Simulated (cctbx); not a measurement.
## A disordered crystal of nominal GeIrW

Cell a = 6.5360 Å, b = 3.9880 Å, c = 7.4860 Å, α = 90.00°, β = 90.00°, γ = 90.00°; space group Pnma (no. 62); nominal formula GeIrW.

The data are simulated with cctbx, not measured: synchrotron X-rays, λ = 0.6889 Å, to d = 0.75 Å, 70 % of the full sphere, strongest reflection 70000 counts, noise from counting, a 2 % proportional error and a noise floor of 2 counts (s.d.); no absorption, and some extinction, which the refinements don't model.

With every site full:

```text
Rint 0.018, 273 unique reflections to 0.75 A
cycle     R1     wR2    GooF  max shift (A)
   1  0.0565  0.1409   8.539   0.00036
   2  0.0083  0.0207   1.251   0.00000
final R1 0.0083 wR2 0.0207 GooF 1.251  parameters 18  data/parameter 15.2
atom        x        y        z      Ueq    occ   su(xyz)  su(Uiso or U11)
Ir1    0.35077  0.75000  0.06808   0.0172  1.000  0.00003  0.0001
W2     0.48566  0.75000  0.69739   0.0140  1.000  0.00003  0.0001
Ge1    0.73099  0.75000  0.11915   0.0224  1.000  0.00010  0.0003
difference map: max 0.75 min -0.96 rms 0.21
Q1    0.2071  0.7500  0.8731    4    0.78  1.54 A from W2
Q2    0.1047  0.2500  0.3480    4    0.73  1.27 A from W2
Q3    0.0629  0.7500  0.2446    4    0.66  1.50 A from Ge1
Q4    0.0745  0.2500  0.1380    4    0.60  0.59 A from W2
Q5    0.9980  0.2500  0.2607    4    0.60  0.49 A from W2
Q6    0.1642  0.7500  0.6445    4    0.53  1.66 A from W2
```

With the occupancies of the suspect sites free, each still typed as its main element:

```text
Rint 0.018, 273 unique reflections to 0.75 A
cycle     R1     wR2    GooF  max shift (A)
   1  0.0580  0.1471   8.947   0.00041
   2  0.0068  0.0153   0.933   0.00001
final R1 0.0068 wR2 0.0153 GooF 0.933  parameters 20  data/parameter 13.7
atom        x        y        z      Ueq    occ   su(xyz)  su(Uiso or U11)
Ir1    0.35077  0.75000  0.06809   0.0168  0.989  0.00002  0.0001
W2     0.48566  0.75000  0.69739   0.0144  1.009  0.00002  0.0001
Ge1    0.73094  0.75000  0.11911   0.0225  1.000  0.00008  0.0003
su of occupancy Ir1: 0.003
su of occupancy W2: 0.003
difference map: max 0.76 min -0.83 rms 0.18
Q1    0.2072  0.7500  0.8759    4    0.80  1.55 A from W2
Q2    0.1051  0.2500  0.3464    4    0.71  1.26 A from W2
Q3    0.0665  0.7500  0.2434    4    0.64  1.49 A from Ge1
Q4    0.1679  0.7500  0.6432    4    0.52  1.69 A from W2
Q5    0.0740  0.7500  0.5277    4    0.46  1.50 A from Ge1
Q6    0.1483  0.7500  0.0562    4    0.44  1.33 A from Ir1
```

**Question.** What is the disorder?

X-rays count electrons. Ir1 refines to 0.989(0.003), or 76.2 electrons; the site truly holds 0.7 Ir and 0.3 W, 76.1 electrons, which is 0.988 of Ir; W2 refines to 1.009(0.003), or 74.7 electrons; the site truly holds 0.7 W and 0.3 Ir, 74.9 electrons, which is 1.012 of W. A value under 1 can't tell vacancies from a lighter guest, and one over 1 needs a heavier guest; chemistry or a second radiation must settle which. Occupancy correlates with U and the scale, and the two elements' form factors differ in shape, so the match is approximate.

Freeing them takes R1 from 0.0083 to 0.0068 and GooF from 1.25 to 0.93.

The model was made for the exercise: a known structure type with other elements put in, its volume estimated, not relaxed; displacement parameters are assumed.

[Middle refinement cycles are left out of these outputs.]

[Logs are printed without paths, hosts, clocks, repeated set-up lines and the standing remarks that a program may print on its own settings, such as how far it seeks lower states.]
